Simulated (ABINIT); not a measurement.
Planning a run of ABINIT 10.8.3 on RbBr (Fm-3m). The input:

```
acell 3*1.0 Angstrom
rprim 
  0.000000000000 3.427000000000 3.427000000000
  3.427000000000 0.000000000000 3.427000000000
  3.427000000000 3.427000000000 -0.000000000000
ntypat 2
znucl 37 35
natom 2
typat 1 2
xred 
  0.000000000000 0.000000000000 0.000000000000
  0.500000000000 0.500000000000 0.500000000000
pp_dirpath "pseudos"
pseudos "Rb.upf, Br.upf"
ecut 19
nspinor 2
ngkpt 4 4 4
nshiftk 1
shiftk 0 0 0
kptopt 1
chksymbreak 0
istwfk *1
occopt 1
irdwfk 1
optdriver 3
nband 94
ecuteps 3.6
inclvkb 0
awtr 1
symchi 1
indata_prefix "in"
outdata_prefix "out"
tmpdata_prefix "tmp"
```

The database entry behind the starting cell differs from other determinations of this structure, so it need not match the best structure at room temperature.

```sh
OMP_NUM_THREADS=1 mpirun -n 4 abinit run.abi > log
```

How long will it take on 4 MPI ranks of Arm Neoverse N1, shared host, and how much memory?

It took 1.7 min; on shared hardware allow 51 s to 3.4 min. Peak host memory was 0.9 GiB.

[Long decimals in the printed logs are rounded to 6 places.]

[Logs are printed without paths, hosts, clocks, repeated set-up lines and the standing remarks that a program may print on its own settings, such as how far it seeks lower states.]

[Paths, hosts, dates, memory and timing lines, banners, echoed tables and standing remarks are left out of the program output; an Ansatz launch command may be rebuilt from the run's recorded settings. Measured values are a selection of at most five: reports struck by readers or far from the other reports are left out. None is set beside runs whose start may be inverted or whose files or cutoffs have a known fault.]

[Runs of the session that timed out or met a known fault of the program may be left out.]

[Hosts, paths, dates, database ids (printed as entryN), source tags and the programs' standing remarks are cut or masked in the printed files.]

[G0W0 gaps are taken among the corrected bands and points alone; a level outside them can change the order at an edge.]

[Where Ansatz stands beside ABINIT at settings called matched, ABINIT's density can come from a denser mesh and the files from another edition; pairs whose starting gaps differed by over 0.03 eV were left out, so agreement reads better than it is.]
